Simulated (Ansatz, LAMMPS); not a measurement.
# Structural relaxation of amorphous 61SiO2-39B2O3 (mol %) (106 atoms), part 3 of 4

Wanted: the relaxed structure of amorphous 61SiO2-39B2O3 (mol %) (106 atoms) and its electronic structure.

Ansatz 0.2.0; Kohn-Sham DFT, PBE, PAW (set soft_2), plane waves.

The cell: 17 Si, 22 B and 67 O. The quench rate of 100 K/ps is many orders above laboratory rates. The network of bonds at the start is that of the classical potential that made the cell. Sampling is at Γ alone, for a cell whose shortest periodic width is 11 Å.

So far. Step 4 (Cell and atoms relaxed): The relaxation changed the energy by -69.0 meV/atom, and atoms moved by 0.67 Å r.m.s., 2.1 Å at most.

## 6. Single point at the relaxed geometry

The electronic structure is read at the final geometry, in a run of its own.

input.yaml reads:

```yaml
crystal:
  lattice:
    - [10.97776, 0.35552, -0.56143]
    - [0.35552, 11.8865, -0.3503]
    - [-0.56143, -0.3503, 10.98997]
  atoms:
    - { symbol: Si, position: [0.01671, 0.93561, 0.32337] }
    - { symbol: Si, position: [0.06699, 0.68523, 0.34503] }
    - { symbol: Si, position: [0.97394, 0.50616, 0.51157] }
    - { symbol: Si, position: [0.27186, 0.3599, 0.75391] }
    - { symbol: Si, position: [0.71251, 0.26624, 0.49865] }
    - { symbol: Si, position: [0.55638, 0.32621, 0.70814] }
    - { symbol: Si, position: [0.47186, 0.93548, 0.6012] }
    - { symbol: Si, position: [0.55864, 0.86743, 0.25616] }
    - { symbol: Si, position: [0.37602, 0.43628, 0.23241] }
    - { symbol: Si, position: [0.22359, 0.29349, 0.02328] }
    - { symbol: Si, position: [0.41422, 0.05294, 0.36028] }
    - { symbol: Si, position: [0.56913, 0.58392, 0.77961] }
    - { symbol: Si, position: [0.12193, 0.58515, 0.741] }
    - { symbol: Si, position: [0.07242, 0.90544, 0.04103] }
    - { symbol: Si, position: [0.79709, 0.17092, 0.09145] }
    - { symbol: Si, position: [0.75505, 0.04666, 0.31921] }
    - { symbol: Si, position: [0.49194, 0.89274, 0.97492] }
    - { symbol: B, position: [0.49383, 0.23293, 0.23669] }
    - { symbol: B, position: [0.90565, 0.88415, 0.82992] }
    - { symbol: B, position: [0.67811, 0.65887, 0.30006] }
    - { symbol: B, position: [0.74075, 0.1891, 0.84339] }
    - { symbol: B, position: [0.61194, 0.3164, 0.08794] }
    - { symbol: B, position: [0.47308, 0.70377, 0.56383] }
    - { symbol: B, position: [0.73119, 0.48234, 0.41368] }
    - { symbol: B, position: [0.28277, 0.04885, 0.01678] }
    - { symbol: B, position: [0.31022, 0.61339, 0.39738] }
    - { symbol: B, position: [0.16582, 0.68208, 0.96111] }
    - { symbol: B, position: [0.8961, 0.20376, 0.67988] }
    - { symbol: B, position: [0.70875, 0.61532, 0.00205] }
    - { symbol: B, position: [0.38808, 0.67796, 0.91256] }
    - { symbol: B, position: [0.66199, 0.92502, 0.79678] }
    - { symbol: B, position: [0.23365, 0.97583, 0.67615] }
    - { symbol: B, position: [0.86951, 0.65082, 0.17823] }
    - { symbol: B, position: [0.05125, 0.30506, 0.36575] }
    - { symbol: B, position: [0.54374, 0.51239, 0.0891] }
    - { symbol: B, position: [0.16693, 0.10759, 0.378] }
    - { symbol: B, position: [0.09142, 0.81324, 0.71615] }
    - { symbol: B, position: [0.02054, 0.27054, 0.13426] }
    - { symbol: B, position: [0.13196, 0.17796, 0.66738] }
    - { symbol: O, position: [0.39726, 0.63199, 0.49455] }
    - { symbol: O, position: [0.25704, 0.33599, 0.89527] }
    - { symbol: O, position: [0.73651, 0.3002, 0.11209] }
    - { symbol: O, position: [0.54457, 0.66808, 0.66734] }
    - { symbol: O, position: [0.29002, 0.65623, 0.97226] }
    - { symbol: O, position: [0.94323, 0.18317, 0.12354] }
    - { symbol: O, position: [0.45579, 0.52476, 0.16873] }
    - { symbol: O, position: [0.5679, 0.41027, 0.02764] }
    - { symbol: O, position: [0.55553, 0.86111, 0.10877] }
    - { symbol: O, position: [0.71783, 0.15018, 0.41411] }
    - { symbol: O, position: [0.5916, 0.27461, 0.57423] }
    - { symbol: O, position: [0.02387, 0.92612, 0.17574] }
    - { symbol: O, position: [0.78452, 0.90155, 0.78998] }
    - { symbol: O, position: [0.75212, 0.13355, 0.95077] }
    - { symbol: O, position: [0.61494, 0.60089, 0.07515] }
    - { symbol: O, position: [0.11919, 0.77352, 0.0255] }
    - { symbol: O, position: [0.65847, 0.55455, 0.34162] }
    - { symbol: O, position: [0.9557, 0.93128, 0.93996] }
    - { symbol: O, position: [0.31115, 0.50761, 0.33946] }
    - { symbol: O, position: [0.23854, 0.4933, 0.72943] }
    - { symbol: O, position: [0.82636, 0.52278, 0.49009] }
    - { symbol: O, position: [0.01743, 0.8134, 0.37967] }
    - { symbol: O, position: [0.0869, 0.19759, 0.39958] }
    - { symbol: O, position: [0.01258, 0.15798, 0.6733] }
    - { symbol: O, position: [0.09149, 0.61362, 0.88316] }
    - { symbol: O, position: [0.03747, 0.6022, 0.44682] }
    - { symbol: O, position: [0.66834, 0.94193, 0.32371] }
    - { symbol: O, position: [0.39208, 0.99923, 0.98435] }
    - { symbol: O, position: [0.48473, 0.8114, 0.52982] }
    - { symbol: O, position: [0.83876, 0.26938, 0.59065] }
    - { symbol: O, position: [0.18199, 0.9883, 0.02652] }
    - { symbol: O, position: [0.63272, 0.24916, 0.81218] }
    - { symbol: O, position: [0.70401, 0.37122, 0.4092] }
    - { symbol: O, position: [0.4251, 0.78483, 0.9068] }
    - { symbol: O, position: [0.13541, 0.99922, 0.38854] }
    - { symbol: O, position: [0.21681, 0.68967, 0.35817] }
    - { symbol: O, position: [0.68674, 0.6199, 0.87704] }
    - { symbol: O, position: [0.99492, 0.64682, 0.21033] }
    - { symbol: O, position: [0.45735, 0.03552, 0.50449] }
    [... 22 atom lines left out ...]
    - { symbol: O, position: [0.00745, 0.52862, 0.65857] }
    - { symbol: O, position: [0.7489, 0.08248, 0.1784] }
    - { symbol: O, position: [0.28165, 0.12338, 0.34779] }
    - { symbol: O, position: [0.07577, 0.295, 0.03338] }
    - { symbol: O, position: [0.97664, 0.81523, 0.75554] }
    - { symbol: O, position: [0.8952, 0.00626, 0.362] }
kpoints:
  mp_grid: { grid: [1, 1, 1] }
hamiltonian:
  xc: pbe
scf:
  occupations: { method: fermi_dirac, width: 0.025 }
output:
  forces: true
  stress: true
  populations: true
  dos:
    method: { smearing: { sigma: 0.08 } }
    de: 0.05
    projected: { site_lists: { B: [B], O: [O], Si: [Si] } }
  eigenvalues: true
  write_density: true
  write_potential: true
  volumetric_format: npy
```

Launch:

```bash
> ansatz run input.yaml --threads 4 --pin off --max-ram 8192MiB --backend cpu --events-out ev --progress --plain --runs-dir out
```

Numbers of over 12 decimals in the logs are rounded to 6 here.

What it wrote:

```text
[...]
Crystal: 106 atoms, lattice volume = 1427.707 Å³
Basis set: ecut = 420 eV, 27935 PW (Γ), exchange–correlation on 150×160×150 points (8 copies of the dense FFT grid, shifted against one another)
Bands: 374, of which v1, the nominal top of the filled ones, is band 268 counted from 1 (267 counted from 0)
Symmetry: 1 space group operations
[...]
k-points: 1
[...]
SCF iter   1: F=—  HF=-52358.117834 eV  |F-HF|=—  |Δ(HF+E_count)|=         —  Δρ=2.72e-3  dr2=9.89e-2  ethr=1.77e-3  ⟨swp⟩=6.0  Hψ=1695  notcnv=0  defer=64
[...]
SCF iter   9: F=-52358.132311 eV  HF=-52358.132311 eV  |F-HF|=2.41e-8  |Δ(HF+E_count)|=   1.40e-7  Δρ=1.37e-6  dr2=3.29e-8  ethr=1.87e-11  ⟨swp⟩=19.0  Hψ=3462  notcnv=0
SCF 1 converged in 9 iterations: F = -52358.132311 eV  dr2 = 3.29e-8
[...]
WARN: The input density's exchange-correlation potential varies sharply where the density is thin. Do not read a vacuum level from v_tot or v_xc, or from such a field of the output density. On a cell that repeats whose density bears no net charge and no dipole along the vacuum's axis use v_es (v_loc + v_h of the components); [...]
SCF converged after 9 iterations
Free energy (F): -52358.132311 eV
[...]
Internal energy: -52358.132311 eV  (E = F + TS)
E sigma→0 (E₀):  -52358.132311 eV
Fermi energy:    3.726103 eV
[...]
--- Forces (eV/Å), atoms counted from 1 ---
  atom   1  Si    -0.00150209     0.00384969    -0.00407005
  atom   2  Si     0.00071234     0.00262129    -0.00253994
  atom   3  Si     0.00263565     0.00191856     0.00708699
  atom   4  Si     0.00017831    -0.00424126     0.00197385
  atom   5  Si    -0.00465915     0.00128297    -0.00052577
  atom   6  Si     0.00471743    -0.00977383    -0.00605859
  atom   7  Si    -0.00253393     0.00164997     0.00079139
  atom   8  Si    -0.00144184    -0.00345566     0.00827933
  atom   9  Si     0.00153310    -0.00645687     0.00254821
  atom  10  Si    -0.01185321    -0.01289082     0.00037558
  atom  11  Si    -0.00165018    -0.00585758     0.00517283
  atom  12  Si    -0.00712204    -0.00032743    -0.01103996
  atom  13  Si    -0.00157392    -0.00708982     0.00204906
  atom  14  Si    -0.00097409    -0.00043276     0.01263037
[...]
atom 105  O     -0.00206543    -0.00523953    -0.00186471
  atom 106  O     -0.00072400    -0.00012659    -0.00193242
  max |Σ_I F_I| component: 7.57e-5 eV/Å
--- Stress (GPa, compression-positive) ---
        0.006716       0.012501      -0.008485
        0.012505       0.009800      -0.011438
       -0.008500      -0.011444       0.001642
  P = ⅓ Tr σ = 0.0061 GPa (0.061 kbar)
--- Band table (eV) ---
[...]
--- Löwdin populations: 106 sites ---
  site symbol       q [e]
     0     Si      2.1980
     1     Si      2.1960
     2     Si      2.1954
[...]
105      O      6.7852
  spilling = 0.011764 (of n_electrons = 536.000000)
```

It took 26 s on 4 threads of Arm Neoverse V1, shared host; peak memory 1.8 GiB; 1.7 min of CPU time.

The program notes that the exchange-correlation potential is rough where the density is thin.

Read from the output:

* free energy: -52358.1323 eV
* free energy per atom: -493.9446 eV/atom
* SCF cycles: 9
* pressure: 0.006053 GPa
* r.m.s. force component: 0.0044 eV/Å
* longest force: 0.01752 eV/Å
* Fermi energy: 3.726 eV
* gap (highest filled to lowest empty level): 5.509 eV
* spilling of the projection: 0.01176

Löwdin charges by element (they lack the spilled electrons, 0.059 e an atom on average):

```tsv
element	coordination	atoms	mean charge (e)	spread	least	most
B	all	22	0.679	0.0143	0.657	0.709
O	all	67	-0.586	0.141	-0.797	-0.364
Si	all	17	1.80	0.0057	1.79	1.81
```

Charge against the make-up of the first shell:

```tsv
Si neighbours of O	atoms	mean charge (e)
0	16	-0.384
1	34	-0.581
2	17	-0.784
```

States in the cell by windows of 1 eV, zero at the Fermi level; the larger projections on atomic orbitals stand beside the total:

```tsv
from (eV)	to (eV)	total	O p	B p	Si p
-18	-13	0.0	0.0	0.0	0.0
-13	-12	2.4	1.6	0.0	0.0
-12	-11	23.6	16.4	0.9	0.4
-11	-10	22.9	16.0	2.1	0.7
-10	-9	32.2	22.8	4.3	2.2
-9	-8	45.2	33.4	4.7	5.6
-8	-7	13.2	9.6	1.9	1.2
-7	-6	34.7	25.7	5.9	1.2
-6	-5	63.0	53.9	3.0	2.5
-5	-4	77.8	72.2	1.4	1.5
-4	-3	77.2	74.5	0.6	0.6
-3	-2	9.9	9.6	0.1	0.1
-2	2	0.0	0.0	0.0	0.0
2	3	2.0	0.1	0.0	0.0
3	4	13.1	2.2	9.1	0.7
4	5	30.4	4.5	13.3	2.9
```

Between -23 and -18 eV lie 134 more states.

The levels nearest the highest filled one (over half full), pooled over k-points and spins:

```tsv
level less the highest filled one (eV)	occupation
-0.290	2
-0.241	2
-0.171	2
-0.143	2
-0.103	2
0	2
5.51	0
6.14	0
6.38	0
6.40	0
6.54	0
6.61	0
```

Electrostatic potential energy in the bc plane at fractional x = 0.007, with atoms of Si and B and O within 0.2 Å of it. With pseudopotentials it is smooth inside the atoms' cores, unlike the true potential.

Ten even steps from '0' (-40 eV) to '9' (9 eV), each cell a mean:
```
999999999999999999999999999986448
999999999999999999999999999987458
999999999999999999999999999998889
999999999999999999999999999988999
999999999999999999999999985478999
999999999999999999988999961048999
999963589999999986688999973369999
999710069999999830059999988889999
999831389999999820169999999999999
999998999999998754689999999999999
999999999999987411479999999999999
999999999999655100267999999999999
999999999994003412421599999999999
999999998873015777611488885478888
799999987535678999876655640026435
589999987425899999998522551142000
689999998766899999998644688762000
789999999732599999996347899985325
999999998622699999982006999996337
999999874246899999984138999983005
999997640017999999999899999995127
999998762148999999999999999987678
899999987779999999999999999864357
999999999889999999999999999864457
```
Columns run along b (11.9 Å; values clipped at the 3rd and 97th percentile), rows up along c (11.0 Å). Atoms in or near the plane, at fractional coordinates: Si at (0.94, 0.32), B at (0.27, 0.13), O at (0.93, 0.18), O at (0.81, 0.38), O at (0.16, 0.67), O at (0.65, 0.21), O at (0.38, 0.46), O at (0.53, 0.66).

Valence density in the bc plane at fractional x = 0.007, with atoms of Si and B and O within 0.2 Å of it. It is the smooth field of the valence electrons, not physical close to the nuclei.

Ten steps, logarithmic in the rise over the least value, from '0' (0.0 e/Å³) to '9' (6.8 e/Å³), each cell a mean:
```
210000012332100000001100111236775
210000001110000000122210001135775
100000000000000000133321001124543
000000000000000000133321123333221
000001100000000001122211246763210
000133321000000112222111368974210
002468752100001356643111357763110
002699963100002489963111234432100
002588752100002589963100011211000
001244421000012467642100000000000
000011100001233344432110000000000
000000000124665423455421000000000
000001111247997534688742123321100
211012333347987434688743357764222
321113444446654222466543479985333
321112333444321001233333468875323
321001123466421000123444345544223
210000113578741000146775322234554
310011224688641000258996311136776
310124445565420000257985210247997
310235665443210000124542100147886
100135555543100000001110001134553
100112334554200000000000111223332
200000123554200000000000112234553
```
Columns run along b (11.9 Å), rows up along c (11.0 Å). Atoms in or near the plane, at fractional coordinates: Si at (0.94, 0.32), B at (0.27, 0.13), O at (0.93, 0.18), O at (0.81, 0.38), O at (0.16, 0.67), O at (0.65, 0.21), O at (0.38, 0.46), O at (0.53, 0.66).

Mean Löwdin charges: B +0.68, O -0.59, Si +1.80 e (they miss 1.2 % of the electrons, so they add up to more than the cell's charge). The charge on O changes by -0.200 e for each Si neighbour that takes the place of another kind, on average. The largest share in the top eV of filled states is O p (98 % of the projected weight), and in the lowest eV of empty states B p (61 % of the projected weight).

The surroundings of O104, picked at random, nearest first, numbered as they follow in the input and with coordinates relative to it.

```tsv
atom	x	y	z	distance (Å)	bonds	Löwdin charge (e)
O104	0.00	0.00	0.00	0.00	2	-0.58
B38	-0.67	-0.35	1.15	1.37	3	0.69
Si10	1.63	0.04	-0.19	1.64	4	1.81
O45	-1.55	-1.41	1.10	2.36	2	-0.59
O95	-0.47	0.35	2.33	2.40	2	-0.39
O86	2.19	1.05	0.93	2.60	2	-0.79
O80	2.17	-1.49	0.00	2.63	2	-0.59
O41	2.08	0.60	-1.63	2.71	2	-0.79
B25	2.19	-2.85	-0.21	3.60	3	0.68
Si15	-3.14	-1.59	0.84	3.62	4	1.80
B34	-0.45	-0.01	3.66	3.69	3	0.68
O70	1.06	-3.61	-0.03	3.76	2	-0.59
```

The column of bonds counts only the pairs O-B within 1.77 Å, O-Si within 2.02 Å; other neighbours, such as metal atoms beside each other in a compound, aren't counted, and periodic images can show an atom twice.

## 7. Functional HSE06

HSE06 mixes in a quarter of exact exchange at short range, which counters self-interaction, at a higher cost.

This step: Kohn-Sham DFT, HSE06, PAW (set soft_2), plane waves (Ansatz 0.2.0).

input.yaml, as its differences from that of step 6:

```diff
@@ -10,3 +10,3 @@
 hamiltonian:
-  xc: pbe
+  xc: hse06
 scf:
@@ -22,4 +22 @@
   eigenvalues: true
-  write_density: true
-  write_potential: true
-  volumetric_format: npy
```

What it wrote:

```text
Warning: output.stress: scf.convergence.dr2_threshold = 1e-7 eV (the SCF's general default) is looser than the 1.6e-9 eV advised for a printed stress (1e-10 eV for each atom of the cell: 106, of which 16 are counted). What an SCF threshold leaves in a stress goes as its square root, and in the free energy as the threshold itself, and one threshold admits the most on a small cell: [...]
Warning: output.stress: scf.exx.energy_threshold = 1e-6 eV is looser than the 1.6e-7 eV advised for a stress under a hybrid functional (1e-8 eV for each atom of the cell: 106, of which 16 are counted). Every SCF of the exchange loop can meet its threshold on dr2 while the loop round them stops early: [...]
exact exchange: scf.exx.singularity resolves to wigner_seitz, which cuts the screened interaction at the faces of the exchange supercell's Wigner-Seitz cell, so that each pair interacts once, at the shortest of its separations (the periodic images that this leaves out come, [...]
[...]
Crystal: 106 atoms, lattice volume = 1427.707 Å³
Basis set: ecut = 420 eV, 27935 PW (Γ), exchange–correlation on 150×160×150 points (8 copies of the dense FFT grid, shifted against one another)
Bands: 374, of which v1, the nominal top of the filled ones, is band 268 counted from 1 (267 counted from 0)
Symmetry: 1 space group operations
[...]
k-points: 1
[...]
SCF iter   1: F=—  HF=-52358.127370 eV  |F-HF|=—  |Δ(HF+E_count)|=         —  Δρ=2.67e-3  dr2=9.67e-2  ethr=1.77e-3  ⟨swp⟩=13.0  Hψ=2123  notcnv=0
[...]
SCF iter   4: F=-52358.158070 eV  HF=-52358.157733 eV  |F-HF|=3.37e-4  |Δ(HF+E_count)|=   2.51e-3  Δρ=3.04e-4  dr2=8.25e-4  ethr=6.00e-7  ⟨swp⟩=6.0  Hψ=785  notcnv=0  defer=6
SCF 1 stopped early in 4 iterations: F = -52358.158070 eV  dr2 = 8.25e-4
[...]
Exchange kernel: α = 0.2500, screened, ω = 0.2079 Å⁻¹, Wigner–Seitz truncation, v(0) = 957.1456 eV·Å³, q-mesh 1×1×1, nearest image of the exchange supercell L = 11.00 Å, pair-density grid 54×60×54, without the augmentation charges, whose exchange is taken in its separable form (sized by the pseudopotential files, [...]
Frozen-core exchange: fock
SCF iter   1: F=—  HF=-52361.516597 eV  |F-HF|=—  |Δ(HF+E_count)|=         —  Δρ=7.25e-3  dr2=6.25e-1  ethr=1.54e-6  ⟨swp⟩=19.0  Hψ=2107  notcnv=0
[...]
SCF iter   6: F=-52361.472214 eV  HF=-52361.472252 eV  |F-HF|=3.79e-5  |Δ(HF+E_count)|=   1.88e-4  Δρ=6.39e-5  dr2=4.42e-5  ethr=7.72e-9  ⟨swp⟩=4.0  Hψ=1650  notcnv=0  defer=7
SCF 2 stopped early in 6 iterations: F = -52361.472214 eV  dr2 = 4.42e-5
  Residual-converged pass: ⟨swp⟩=4.0  Hψ=918  notcnv=0  max |occ|·‖R‖ = 6.4e-6 eV (tolerance 6.7e-6 eV)  dr2=4.52e-5  dr2_onsite=2.59e-6  max |Δocc| = 0.0e0
[...]
hybrid outer 1: dexx = +2.097e-1 eV, tail = 2.63e-4 eV
[...]
Frozen-core exchange: fock
SCF iter   1: F=—  HF=-52361.470043 eV  |F-HF|=—  |Δ(HF+E_count)|=         —  Δρ=2.93e-5  dr2=6.28e-6  ethr=2.46e-7  ⟨swp⟩=15.0  Hψ=1082  notcnv=0
[...]
SCF iter   5: F=-52361.470049 eV  HF=-52361.470049 eV  |F-HF|=5.68e-10  |Δ(HF+E_count)|=   2.10e-8  Δρ=5.03e-7  dr2=3.84e-9  ethr=1.30e-11  ⟨swp⟩=4.0  Hψ=820  notcnv=0  defer=3
SCF 3 converged in 5 iterations: F = -52361.470049 eV  dr2 = 3.84e-9
[...]
hybrid outer 2: dexx = +4.376e-6 eV, tail = 3.66e-8 eV, Δε = 1.26e-3 eV (about 1.63e-5 eV left of the loop's levels), ΔF = 2.88e-3 eV/Å (tail 1.79e-4)
hybrid SCF converged: 2 outer / 11 inner (+4 warm-up), last move |dexx| = 4.38e-6 eV, tail = 3.66e-8 eV
Stability not checked: this state was not tested for a lower state beside it, because the functional holds exact exchange (a hybrid, or Hartree-Fock), whose exchange loop this test does not read (fock_operator; see scf.lower_state_search)
Free energy (F): -52361.470049 eV
Frozen-core exchange: fock
[...]
Internal energy: -52361.470049 eV  (E = F + TS)
E sigma→0 (E₀):  -52361.470049 eV
Fermi energy:    3.261356 eV
[...]
Σ components = -52361.470049   (vs F -52361.470049, Δ=0.00e0)
--- Forces (eV/Å), atoms counted from 1 ---
  atom   1  Si    -0.01894667     0.00454404     0.06776149
  atom   2  Si    -0.01660622     0.05069986     0.10222527
  atom   3  Si    -0.00432142     0.05152509     0.01887009
  atom   4  Si    -0.02365119    -0.02019520     0.00721868
[...]
atom 106  O     -0.04473622    -0.10511583    -0.33768537
  max |Σ_I F_I| component: 2.23e-4 eV/Å
--- Stress (GPa, compression-positive) ---
       -4.689525       0.088807       0.159349
        0.088812      -4.533418       0.021007
        0.159337       0.021000      -4.030575
  P = ⅓ Tr σ = -4.4178 GPa (-44.178 kbar)
--- Band table (eV) ---
[...]
--- Löwdin populations: 106 sites ---
  site symbol       q [e]
     0     Si      2.1362
     1     Si      2.1340
     2     Si      2.1325
[...]
105      O      6.8145
  spilling = 0.011966 (of n_electrons = 536.000000)
```

Elapsed: 6.2 min, on 4 threads; peak memory 4.4 GiB.

The program notes that the exchange threshold is loose for the stress and the SCF threshold is loose for the stress.

Geometry and reference: those of the single point at the relaxed geometry.

Forces differ from those of the single point at the relaxed geometry by 172 meV/Å r.m.s.; the pressure by -4.4 GPa and the gap by +1.8 eV. It took 6.2 min and 15 cycles; the reference's time can't be set against it, since the two runs asked for unlike analyses.

The run gave:

| Item | Value |
| --- | --- |
| free energy | -52361.4700 eV |
| free energy per atom | -493.9761 eV/atom |
| SCF cycles | 15 |
| pressure | -4.418 GPa |
| r.m.s. force component | 0.1724 eV/Å |
| longest force | 0.5735 eV/Å |
| Fermi energy | 3.261 eV |
| gap (highest filled to lowest empty level) | 7.312 eV |
| spilling of the projection | 0.01197 |

Length of the force by element:

```tsv
element	coordination	atoms	mean length of the force (eV/Å)	spread	least	most
B	all	22	0.0407	0.0152	0.0076	0.0687
O	all	67	0.357	0.111	0.0719	0.574
Si	all	17	0.0537	0.0271	0.012	0.115
```

Löwdin charges by element (they lack the spilled electrons, 0.061 e an atom on average):

```tsv
element	coordination	atoms	mean charge (e)	spread	least	most
B	all	22	0.737	0.0147	0.714	0.767
O	all	67	-0.619	0.138	-0.828	-0.403
Si	all	17	1.86	0.0058	1.85	1.87
```

Charge against the make-up of the first shell:

```tsv
Si neighbours of O	atoms	mean charge (e)
0	16	-0.421
1	34	-0.615
2	17	-0.814
```

Density of states as counts of states in windows of 1 eV (from the Fermi level), total and the larger projections:

```tsv
from (eV)	to (eV)	total	O p	B p
-10	-9	40.7	30.3	3.9
-9	-8	13.5	9.8	2.1
-8	-7	34.6	26.6	4.9
-7	-6	60.6	52.6	2.7
-6	-5	72.3	67.3	1.3
-5	-4	80.3	77.5	0.5
-4	-3	11.9	11.6	0.1
-3	3	0.0	0.0	0.0
3	4	2.0	0.1	0.0
4	5	11.1	1.6	7.5
```

Between -26 and -10 eV lie 222 more states.

The levels nearest the highest filled one (over half full), pooled over k-points and spins:

```tsv
level less the highest filled one (eV)	occupation
-0.276	2
-0.234	2
-0.172	2
-0.134	2
-0.111	2
0	2
7.31	0
8.14	0
8.39	0
8.42	0
8.57	0
8.61	0
```

(Part 3 of 4 ends here.)

[Logs are printed without paths, hosts, clocks, repeated set-up lines and the standing remarks that a program may print on its own settings, such as how far it seeks lower states.]

[Hosts, paths, dates, database ids (printed as entryN), source tags and the programs' standing remarks are cut or masked in the printed files.]
